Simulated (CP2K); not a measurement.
Consider benzoic acid at its PBE geometry (Å).

```xyz
15

O     2.7549   -0.8843    0.0104
C     2.0736    0.3114   -0.0296
O     2.6621    1.3841   -0.0769
C     0.5994    0.1318   -0.0072
C     0.0100   -1.1427    0.0295
C    -1.3794   -1.2653    0.0416
C    -2.1849   -0.1218    0.0205
C    -1.5997    1.1491   -0.0127
C    -0.2116    1.2774   -0.0264
H     3.7003   -0.6299   -0.0136
H     0.6429   -2.0273    0.0461
H    -1.8355   -2.2547    0.0696
H    -3.2705   -0.2218    0.0293
H    -2.2287    2.0388   -0.0265
H     0.2671    2.2552   -0.0541
```

Method: CP2K XAS_TDP, all-electron GAPW, PBEh(45%), aug-cc-pVDZ, TDA, GW2X-corrected core level, no relativity.

Where do the O K-edge lines lie, and how strong are they?

Leading lines: O1 535.40 eV and O3 531.80 eV. The leading line of an atom is its first one with 35 % of the strongest within 2.5 eV of its lowest line over the strength cut. Core ionisation energies at this level: O1 539.71 and O3 537.67 eV.

The first six lines of each atom with a strength over 0.0015:

```csv
atom,energy (eV),states,"strength, one atom",above the computed threshold
O1 (bonded to C and H),535.40,1,0.0118,
,536.62,1,0.0197,
,538.41,1,0.0078,
,538.89,1,0.0057,
,539.08,1,0.0023,
,539.21,1,0.0053,
O3 (bonded to C),531.80,1,0.0346,
,535.86,1,0.0020,
,536.68,1,0.0040,
,536.70,1,0.0023,
,539.05,1,0.0053,yes
,540.12,1,0.0046,yes
```

Lines are vertical, at one geometry, with no vibrational structure. GW2X ionisation energies and lines can be off by 1 to 2 eV either way, and a good line position may hide errors that cancel. These values hold no scalar relativity, about 0.4 eV for O 1s. Rydberg lines, and the discretised continuum above threshold, depend on the basis and the box.

[Banner, clock and machine lines of the logs are left out without a mark of their own.]

[Logs are printed without paths, hosts, clocks, repeated set-up lines and the standing remarks that a program may print on its own settings, such as how far it seeks lower states.]

[Hosts, paths, dates, database ids (printed as entryN), source tags and the programs' standing remarks are cut or masked in the printed files.]
